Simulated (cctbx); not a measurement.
## Symmetry from intensities

Cell: a = 12.8370 Å, b = 4.5150 Å, c = 11.6110 Å, α = 90.00°, β = 90.00°, γ = 90.00°. Expected content of the cell: Tb12 Sn8 Ru4 Si4.

The data are simulated with cctbx, not measured: Cu Kα, λ = 1.54184 Å, to d = 0.83 Å, 95 % of the full sphere, strongest reflection 40000 counts, noise from counting, a 4 % proportional error and a noise floor of 2 counts (s.d.); no absorption, some extinction.

A first pass over the reflections prints:

```text
4722 reflections to d = 0.831 A
centring   violations  <I/sigma> of those
    A       1869 of  2361     12.2
    B       1796 of  2359     11.7
    C       1959 of  2378     12.9
    I       1900 of  2366     12.1
    R       2534 of  3154     12.3
    F       2812 of  3549     12.3
Laue class    unique    Rint  (classes that these axes allow; Friedel mates merged)
P -1             2474   0.028
P 1 2/m 1        1407   0.033
P 1 1 2/m        1313   0.034
P 2/m 1 1        1307   0.034
P m m m           775   0.036
space group    extra absences  I>4sigma  <I/sigma>
P 2 2 2                 0          0         -  acentric
P 2 2 21               14          0       0.1  acentric
P 21 2 2               14          0       0.1  acentric
P 2 21 2                6          0       0.5  acentric
P 21 21 2              20          0       0.2  acentric
P 2 21 21              20          0       0.2  acentric
P 21 2 21              28          0       0.1  acentric
P 21 21 21             34          0       0.2  acentric
P m m 2                 0          0         -  acentric
P 2 m m                 0          0         -  acentric
P m 2 m                 0          0         -  acentric
P 21 m a              127          0      -0.2  acentric
P m 2 a               127          0      -0.2  acentric
P n m 21              118          0      -0.1  acentric
P n 21 m              118          0      -0.1  acentric
P n 21 a              245          0      -0.1  acentric
P m m m                 0          0         -  centric
P m m a               127          0      -0.2  centric
P n m m :1            118          0      -0.1  centric
P n m m :2            118          0      -0.1  centric
P n m a               245          0      -0.1  centric
Wilson B = 1.14 A^2   <|E^2-1|> = 0.913 (0.968 centric, 0.736 acentric)   E^2>4: 3.7 %
shell (A)         n   <I/sigma>
12.84 - 1.66    116     26.2
 1.66 - 1.32    105     32.6
 1.32 - 1.15     88     29.1
 1.15 - 1.05     98     25.5
 1.05 - 0.97     94     29.6
 0.97 - 0.91     86     27.4
 0.91 - 0.87     94     24.7
 0.87 - 0.83     94     25.2
```

Q: Read the symmetry from these tables.

Every centring test has many violations, so the lattice is primitive.

Rint stays low (0.028 to 0.036) up to P m m m, the highest class in these axes.

21 settings pass the absence test. The most absences obeyed, 245, belong to P n 21 a and P n m a, which absences can't tell apart.

⟨|E²−1|⟩ = 0.913 leans to a centrosymmetric structure. The Wilson B of 1.14 Å² means U ≈ 0.0144 Å².

The true group is Pnma (no. 62), Laue class mmm, centrosymmetric. The tables only narrow the choice to the tied entries; cell content, site symmetry and trial solutions must settle it.

The model was made for the exercise: a known structure type with other elements put in, its volume estimated, not relaxed; displacement parameters are assumed.

[Logs are printed without paths, hosts, clocks, repeated set-up lines and the standing remarks that a program may print on its own settings, such as how far it seeks lower states.]
